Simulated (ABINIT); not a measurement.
# CsCdH3 (Pm-3m): zone-centre phonons, part 4 of 4

Which modes does CsCdH3 (Pm-3m) have at the zone centre?

ABINIT 10.8.3; DFT PBE, scalar-relativistic, plane waves, SPMS norm-conserving pseudopotentials.

So far. Step 6 (Zone-centre response): The acoustic modes at Γ come out as far as 5.6 cm⁻¹ from zero, where they should vanish, a small numerical error. Step 7 (Modes with the sum rule): The rule also moves an optical mode by 0.3 cm⁻¹. The relaxed cell has a = 4.331 Å (conventional setting).

The structure was built from a prototype and need not be the compound's stable phase.

### 8. Sum rules set otherwise (asr 0)

Without the rule the raw error of the acoustic modes shows.

anaddb.abi

```
ddb_filepath "gamma_DDB"
output_file "anaddb.abo"
outdata_prefix "anaddb"
asr 0
chneut 0
enunit 2
eivec 1
nph1l 1
qph1l 0.0 0.0 0.0 1.0
```

mrgddb.in

```
gamma_DDB
merged
2
dfpt_gammao_DDB
gso_DDB
```

Command:

```console
$ mrgddb < mrgddb.in > mrgddb.log
$ OMP_NUM_THREADS=1 anaddb anaddb.abi > anaddb.log
```

anaddb.abo, the main output file:

```text
-outvars_anaddb: echo values of input variables ----------------------

 Miscellaneous information :
      enunit         2
       eivec         1
      chneut         0
 First list of wavevector (reduced coord.) :
       nph1l         1
       qph1l
                     0.00000000E+00  0.00000000E+00  0.00000000E+00    1.000E+00

================================================================================

 read the DDB information and perform some checks

  ==== Info on the Cryst% object ====
 Real(R)+Recip(G) space primitive vectors, cartesian coordinates (Bohr,Bohr^-1):
 R(1)=  8.1848736  0.0000000  0.0000000  G(1)=  0.1221766  0.0000000  0.0000000
 R(2)=  0.0000000  8.1848736  0.0000000  G(2)=  0.0000000  0.1221766  0.0000000
 R(3)=  0.0000000  0.0000000  8.1848736  G(3)=  0.0000000  0.0000000  0.1221766
 Unit cell volume ucvol=  5.4832232E+02 bohr^3
 Angles (23,13,12)=  9.00000000E+01  9.00000000E+01  9.00000000E+01 degrees
 Time-reversal symmetry is present
 Reduced atomic positions [iatom, xred, symbol]:
    1)    0.0000000  0.0000000  0.0000000  Cs
    2)    0.5000000  0.5000000  0.5000000  Cd
    3)    0.5000000  0.5000000  0.0000000   H
    4)    0.5000000  0.0000000  0.5000000   H
    5)    0.0000000  0.5000000  0.5000000   H

 DDB file with 3 blocks has been read.

================================================================================

 Treat the first list of vectors

  Phonon wavevector (reduced coordinates) :  0.00000  0.00000  0.00000
 Phonon energies in Hartree :
   2.541963E-05  2.541963E-05  2.541963E-05  2.822397E-04  2.822397E-04
   2.822397E-04  1.702083E-03  1.702083E-03  1.702083E-03  2.932844E-03
   2.932844E-03  2.932844E-03  3.793211E-03  3.793211E-03  3.793211E-03
 Phonon energies in meV     :
-  6.917034E-01  6.917034E-01  6.917034E-01  7.680134E+00  7.680134E+00
-  7.680134E+00  4.631604E+01  4.631604E+01  4.631604E+01  7.980675E+01
-  7.980675E+01  7.980675E+01  1.032185E+02  1.032185E+02  1.032185E+02
 Phonon frequencies in cm-1    :
-  5.578964E+00  5.578964E+00  5.578964E+00  6.194446E+01  6.194446E+01
-  6.194446E+01  3.735641E+02  3.735641E+02  3.735641E+02  6.436849E+02
-  6.436849E+02  6.436849E+02  8.325135E+02  8.325135E+02  8.325135E+02
 Phonon frequencies in Thz     :
-  1.672531E-01  1.672531E-01  1.672531E-01  1.857048E+00  1.857048E+00
-  1.857048E+00  1.119917E+01  1.119917E+01  1.119917E+01  1.929719E+01
-  1.929719E+01  1.929719E+01  2.495813E+01  2.495813E+01  2.495813E+01
 Phonon energies in Kelvin  :
-  8.026884E+00  8.026884E+00  8.026884E+00  8.912425E+01  8.912425E+01
-  8.912425E+01  5.374753E+02  5.374753E+02  5.374753E+02  9.261189E+02
-  9.261189E+02  9.261189E+02  1.197801E+03  1.197801E+03  1.197801E+03

 Eigendisplacements
 (will be given, for each mode : in cartesian coordinates
   for each atom the real part of the displacement vector,
   then the imaginary part of the displacement vector - absolute values smaller than 1.0d-7 are set to zero)
  Mode number    1   Energy    2.541963E-05
-  1  0.00000000E+00  0.00000000E+00  1.49724519E-03
-     0.00000000E+00  0.00000000E+00  0.00000000E+00
-  2  0.00000000E+00  0.00000000E+00  1.47278658E-03
-     0.00000000E+00  0.00000000E+00  0.00000000E+00
-  3  0.00000000E+00  0.00000000E+00  1.50653281E-03
-     0.00000000E+00  0.00000000E+00  0.00000000E+00
-  4  0.00000000E+00  0.00000000E+00  1.49767405E-03
-     0.00000000E+00  0.00000000E+00  0.00000000E+00
-  5  0.00000000E+00  0.00000000E+00  1.49767405E-03
-     0.00000000E+00  0.00000000E+00  0.00000000E+00
  Mode number    2   Energy    2.541963E-05
-  1  0.00000000E+00  1.49724519E-03  0.00000000E+00
-     0.00000000E+00  0.00000000E+00  0.00000000E+00
-  2  0.00000000E+00  1.47278658E-03  0.00000000E+00
-     0.00000000E+00  0.00000000E+00  0.00000000E+00
-  3  0.00000000E+00  1.49767405E-03  0.00000000E+00
-     0.00000000E+00  0.00000000E+00  0.00000000E+00
-  4  0.00000000E+00  1.50653281E-03  0.00000000E+00
-     0.00000000E+00  0.00000000E+00  0.00000000E+00
-  5  0.00000000E+00  1.49767405E-03  0.00000000E+00
-     0.00000000E+00  0.00000000E+00  0.00000000E+00
  Mode number    3   Energy    2.541963E-05
-  1  1.49724519E-03  0.00000000E+00  0.00000000E+00
-     0.00000000E+00  0.00000000E+00  0.00000000E+00
-  2  1.47278658E-03  0.00000000E+00  0.00000000E+00
-     0.00000000E+00  0.00000000E+00  0.00000000E+00
-  3  1.49767405E-03  0.00000000E+00  0.00000000E+00
-     0.00000000E+00  0.00000000E+00  0.00000000E+00
-  4  1.49767405E-03  0.00000000E+00  0.00000000E+00
-     0.00000000E+00  0.00000000E+00  0.00000000E+00
-  5  1.50653281E-03  0.00000000E+00  0.00000000E+00
-     0.00000000E+00  0.00000000E+00  0.00000000E+00
  Mode number    4   Energy    2.822397E-04
-  1  0.00000000E+00  0.00000000E+00  1.32707252E-03
-     0.00000000E+00  0.00000000E+00  0.00000000E+00
-  2  0.00000000E+00  0.00000000E+00 -1.64430698E-03
-     0.00000000E+00  0.00000000E+00  0.00000000E+00
-  3  0.00000000E+00  0.00000000E+00  2.54316936E-03
-     0.00000000E+00  0.00000000E+00  0.00000000E+00
-  4  0.00000000E+00  0.00000000E+00  1.42046985E-03
-     0.00000000E+00  0.00000000E+00  0.00000000E+00
-  5  0.00000000E+00  0.00000000E+00  1.42046985E-03
-     0.00000000E+00  0.00000000E+00  0.00000000E+00
  Mode number    5   Energy    2.822397E-04
-  1  0.00000000E+00  1.32707252E-03  0.00000000E+00
-     0.00000000E+00  0.00000000E+00  0.00000000E+00
-  2  0.00000000E+00 -1.64430698E-03  0.00000000E+00
-     0.00000000E+00  0.00000000E+00  0.00000000E+00
-  3  0.00000000E+00  1.42046985E-03  0.00000000E+00
-     0.00000000E+00  0.00000000E+00  0.00000000E+00
-  4  0.00000000E+00  2.54316936E-03  0.00000000E+00
-     0.00000000E+00  0.00000000E+00  0.00000000E+00
-  5  0.00000000E+00  1.42046985E-03  0.00000000E+00
-     0.00000000E+00  0.00000000E+00  0.00000000E+00
  Mode number    6   Energy    2.822397E-04
-  1  1.32707252E-03  0.00000000E+00  0.00000000E+00
-     0.00000000E+00  0.00000000E+00  0.00000000E+00
-  2 -1.64430698E-03  0.00000000E+00  0.00000000E+00
-     0.00000000E+00  0.00000000E+00  0.00000000E+00
-  3  1.42046985E-03  0.00000000E+00  0.00000000E+00
-     0.00000000E+00  0.00000000E+00  0.00000000E+00
-  4  1.42046985E-03  0.00000000E+00  0.00000000E+00
-     0.00000000E+00  0.00000000E+00  0.00000000E+00
-  5  2.54316936E-03  0.00000000E+00  0.00000000E+00
-     0.00000000E+00  0.00000000E+00  0.00000000E+00
  Mode number    7   Energy    1.702083E-03
-  1  0.00000000E+00  0.00000000E+00  3.53006693E-04
-     0.00000000E+00  0.00000000E+00  0.00000000E+00
-  2  0.00000000E+00  0.00000000E+00 -6.68077090E-05
-     0.00000000E+00  0.00000000E+00  0.00000000E+00
-  3 -2.77051996E-07  0.00000000E+00 -1.64503897E-02
-     0.00000000E+00  0.00000000E+00  0.00000000E+00
-  4 -2.77051996E-07 -1.13478241E-07 -1.13294755E-02
-     0.00000000E+00  0.00000000E+00  0.00000000E+00
-  5 -4.02279282E-07  0.00000000E+00 -1.13294755E-02
-     0.00000000E+00  0.00000000E+00  0.00000000E+00
  Mode number    8   Energy    1.702083E-03
-  1  0.00000000E+00  3.53006693E-04  0.00000000E+00
-     0.00000000E+00  0.00000000E+00  0.00000000E+00
-  2  0.00000000E+00 -6.68077090E-05  0.00000000E+00
-     0.00000000E+00  0.00000000E+00  0.00000000E+00
-  3 -1.32854696E-07 -1.13294756E-02  1.13482958E-07
-     0.00000000E+00  0.00000000E+00  0.00000000E+00
-  4 -1.32854696E-07 -1.64503897E-02  0.00000000E+00
-     0.00000000E+00  0.00000000E+00  0.00000000E+00
-  5 -1.92904915E-07 -1.13294756E-02  0.00000000E+00
-     0.00000000E+00  0.00000000E+00  0.00000000E+00
  Mode number    9   Energy    1.702083E-03
-  1  3.53006693E-04  0.00000000E+00  0.00000000E+00
-     0.00000000E+00  0.00000000E+00  0.00000000E+00
-  2 -6.68077090E-05  0.00000000E+00  0.00000000E+00
-     0.00000000E+00  0.00000000E+00  0.00000000E+00
-  3 -1.13294755E-02  1.32856607E-07  4.02277951E-07
-     0.00000000E+00  0.00000000E+00  0.00000000E+00
-  4 -1.13294755E-02  1.92907690E-07  2.77051079E-07
-     0.00000000E+00  0.00000000E+00  0.00000000E+00
-  5 -1.64503897E-02  1.32856607E-07  2.77051079E-07
-     0.00000000E+00  0.00000000E+00  0.00000000E+00
  Mode number   10   Energy    2.932844E-03
-  1  0.00000000E+00  0.00000000E+00  0.00000000E+00
-     0.00000000E+00  0.00000000E+00  0.00000000E+00
-  2  0.00000000E+00  0.00000000E+00  0.00000000E+00
-     0.00000000E+00  0.00000000E+00  0.00000000E+00
-  3  0.00000000E+00  4.32940098E-07  0.00000000E+00
-     0.00000000E+00  0.00000000E+00  0.00000000E+00
-  4  0.00000000E+00  0.00000000E+00  1.64963404E-02
-     0.00000000E+00  0.00000000E+00  0.00000000E+00
-  5  0.00000000E+00 -4.32940098E-07 -1.64963404E-02
-     0.00000000E+00  0.00000000E+00  0.00000000E+00
  Mode number   11   Energy    2.932844E-03
-  1  0.00000000E+00  0.00000000E+00  0.00000000E+00
-     0.00000000E+00  0.00000000E+00  0.00000000E+00
-  2  0.00000000E+00  0.00000000E+00  0.00000000E+00
-     0.00000000E+00  0.00000000E+00  0.00000000E+00
-  3  1.47588744E-07 -1.64963404E-02  0.00000000E+00
-     0.00000000E+00  0.00000000E+00  0.00000000E+00
-  4 -1.47588744E-07  0.00000000E+00  4.32940098E-07
-     0.00000000E+00  0.00000000E+00  0.00000000E+00
-  5  0.00000000E+00  1.64963404E-02 -4.32940098E-07
-     0.00000000E+00  0.00000000E+00  0.00000000E+00
  Mode number   12   Energy    2.932844E-03
-  1  0.00000000E+00  0.00000000E+00  0.00000000E+00
-     0.00000000E+00  0.00000000E+00  0.00000000E+00
-  2  0.00000000E+00  0.00000000E+00  0.00000000E+00
-     0.00000000E+00  0.00000000E+00  0.00000000E+00
-  3  1.64963405E-02  1.47588744E-07  0.00000000E+00
-     0.00000000E+00  0.00000000E+00  0.00000000E+00
-  4 -1.64963405E-02  0.00000000E+00  0.00000000E+00
-     0.00000000E+00  0.00000000E+00  0.00000000E+00
-  5  0.00000000E+00 -1.47588744E-07  0.00000000E+00
-     0.00000000E+00  0.00000000E+00  0.00000000E+00
  Mode number   13   Energy    3.793211E-03
-  1  0.00000000E+00  0.00000000E+00  1.08429146E-05
-     0.00000000E+00  0.00000000E+00  0.00000000E+00
-  2  0.00000000E+00  0.00000000E+00  5.30806588E-05
-     0.00000000E+00  0.00000000E+00  0.00000000E+00
-  3  0.00000000E+00  0.00000000E+00  1.62759278E-02
-     0.00000000E+00  0.00000000E+00  0.00000000E+00
-  4  0.00000000E+00  0.00000000E+00 -1.18114974E-02
-     0.00000000E+00  0.00000000E+00  0.00000000E+00
-  5  0.00000000E+00  0.00000000E+00 -1.18114974E-02
-     0.00000000E+00  0.00000000E+00  0.00000000E+00
  Mode number   14   Energy    3.793211E-03
-  1  0.00000000E+00 -1.08429146E-05  0.00000000E+00
-     0.00000000E+00  0.00000000E+00  0.00000000E+00
-  2  0.00000000E+00 -5.30806588E-05  0.00000000E+00
-     0.00000000E+00  0.00000000E+00  0.00000000E+00
-  3 -4.36631808E-07  1.18114974E-02  0.00000000E+00
-     0.00000000E+00  0.00000000E+00  0.00000000E+00
-  4 -4.36631808E-07 -1.62759278E-02  0.00000000E+00
-     0.00000000E+00  0.00000000E+00  0.00000000E+00
-  5  6.01666966E-07  1.18114974E-02  0.00000000E+00
-     0.00000000E+00  0.00000000E+00  0.00000000E+00
  Mode number   15   Energy    3.793211E-03
-  1  1.08429146E-05  0.00000000E+00  0.00000000E+00
-     0.00000000E+00  0.00000000E+00  0.00000000E+00
-  2  5.30806588E-05  0.00000000E+00  0.00000000E+00
-     0.00000000E+00  0.00000000E+00  0.00000000E+00
-  3 -1.18114974E-02 -4.36631808E-07  0.00000000E+00
-     0.00000000E+00  0.00000000E+00  0.00000000E+00
-  4 -1.18114974E-02  6.01666966E-07  0.00000000E+00
-     0.00000000E+00  0.00000000E+00  0.00000000E+00
-  5  1.62759278E-02 -4.36631808E-07  0.00000000E+00
-     0.00000000E+00  0.00000000E+00  0.00000000E+00

 Analysis of degeneracies and characters (maximum tolerance=1.00E-06 a.u.)
 For each vibration mode, or group of modes if degenerate,
 the characters are given for each symmetry operation (see the list in the log file).
 Symmetry characters of vibration mode #   1
       degenerate with vibration modes #   2 to    3
  3.0 -3.0 -1.0  1.0 -1.0  1.0 -1.0  1.0  1.0 -1.0 -1.0  1.0  1.0 -1.0 -1.0  1.0
 -0.0  0.0  0.0 -0.0  0.0 -0.0 -0.0  0.0  1.0 -1.0 -1.0  1.0 -1.0  1.0  1.0 -1.0
 -0.0  0.0  0.0 -0.0 -0.0  0.0  0.0 -0.0  1.0 -1.0  1.0 -1.0 -1.0  1.0 -1.0  1.0
 Symmetry characters of vibration mode #   4
       degenerate with vibration modes #   5 to    6
  3.0 -3.0 -1.0  1.0 -1.0  1.0 -1.0  1.0  1.0 -1.0 -1.0  1.0  1.0 -1.0 -1.0  1.0
  0.0 -0.0  0.0 -0.0 -0.0  0.0 -0.0  0.0  1.0 -1.0 -1.0  1.0 -1.0  1.0  1.0 -1.0
  0.0 -0.0 -0.0  0.0 -0.0  0.0  0.0 -0.0  1.0 -1.0  1.0 -1.0 -1.0  1.0 -1.0  1.0
 Symmetry characters of vibration mode #   7
       degenerate with vibration modes #   8 to    9
  3.0 -3.0 -1.0  1.0 -1.0  1.0 -1.0  1.0  1.0 -1.0 -1.0  1.0  1.0 -1.0 -1.0  1.0
 -0.0  0.0 -0.0  0.0  0.0 -0.0  0.0 -0.0  1.0 -1.0 -1.0  1.0 -1.0  1.0  1.0 -1.0
 -0.0  0.0  0.0 -0.0  0.0 -0.0 -0.0  0.0  1.0 -1.0  1.0 -1.0 -1.0  1.0 -1.0  1.0
 Symmetry characters of vibration mode #  10
       degenerate with vibration modes #  11 to   12
  3.0 -3.0 -1.0  1.0 -1.0  1.0 -1.0  1.0 -1.0  1.0  1.0 -1.0 -1.0  1.0  1.0 -1.0
 -0.0  0.0  0.0 -0.0 -0.0  0.0  0.0 -0.0 -1.0  1.0  1.0 -1.0  1.0 -1.0 -1.0  1.0
 -0.0  0.0 -0.0  0.0  0.0 -0.0  0.0 -0.0 -1.0  1.0 -1.0  1.0  1.0 -1.0  1.0 -1.0
 Symmetry characters of vibration mode #  13
       degenerate with vibration modes #  14 to   15
  3.0 -3.0 -1.0  1.0 -1.0  1.0 -1.0  1.0  1.0 -1.0 -1.0  1.0  1.0 -1.0 -1.0  1.0
  0.0 -0.0  0.0 -0.0 -0.0  0.0 -0.0  0.0  1.0 -1.0 -1.0  1.0 -1.0  1.0  1.0 -1.0
  0.0 -0.0 -0.0  0.0 -0.0  0.0  0.0 -0.0  1.0 -1.0  1.0 -1.0 -1.0  1.0 -1.0  1.0
-
```

Wall time 0.5 s (1 thread of Arm Neoverse V1, shared host).

Numbers from this step:

| Item | Value |
| --- | --- |
| lowest optical zone-centre mode | 61.94 cm⁻¹ |

Zone-centre frequencies as printed; negative means imaginary. Modes:

| mode | frequency (cm⁻¹) |
| --- | --- |
| 1 | 5.58 |
| 2 | 5.58 |
| 3 | 5.58 |
| 4 | 61.94 |
| 5 | 61.94 |
| 6 | 61.94 |
| 7 | 373.6 |
| 8 | 373.6 |
| 9 | 373.6 |
| 10 | 643.7 |
| 11 | 643.7 |
| 12 | 643.7 |
| 13 | 832.5 |
| 14 | 832.5 |
| 15 | 832.5 |

### 9. What came out

```yaml
space_group_after_relaxation: Pm-3m
volume_per_atom: 16.3 Å³
highest_optical_zone_centre_mode_no_lo_to_term: 832.5 cm⁻¹
lowest_optical_zone_centre_mode: 61.6 cm⁻¹
imaginary_optical_modes_at_the_zone_centre_no_q_mesh_in_this_session: none
```

What this shows: At the PBE level the optical modes of CsCdH3 (Pm-3m) at the zone centre run from 62 to 832 cm⁻¹. These are harmonic frequencies: anharmonic shifts and widths and the lattice's thermal expansion are left out. The Fermi-Dirac smearing of 0.01 Ha is an electronic temperature of 3158 K, which adds a pressure of its own and can shift the volume and soft modes. Spin-orbit coupling is left out, which can matter for the heavy elements here. In a metal the frequencies hang on the k mesh and the smearing, most of all near Kohn anomalies. The structure is a hypothetical one, built on a prototype.

[Host names and launcher messages were left out of these logs when they were recorded.]

[Logs are printed without paths, hosts, clocks, repeated set-up lines and the standing remarks that a program may print on its own settings, such as how far it seeks lower states.]

[Hosts, paths, dates, database ids (printed as entryN), source tags and the programs' standing remarks are cut or masked in the printed files.]
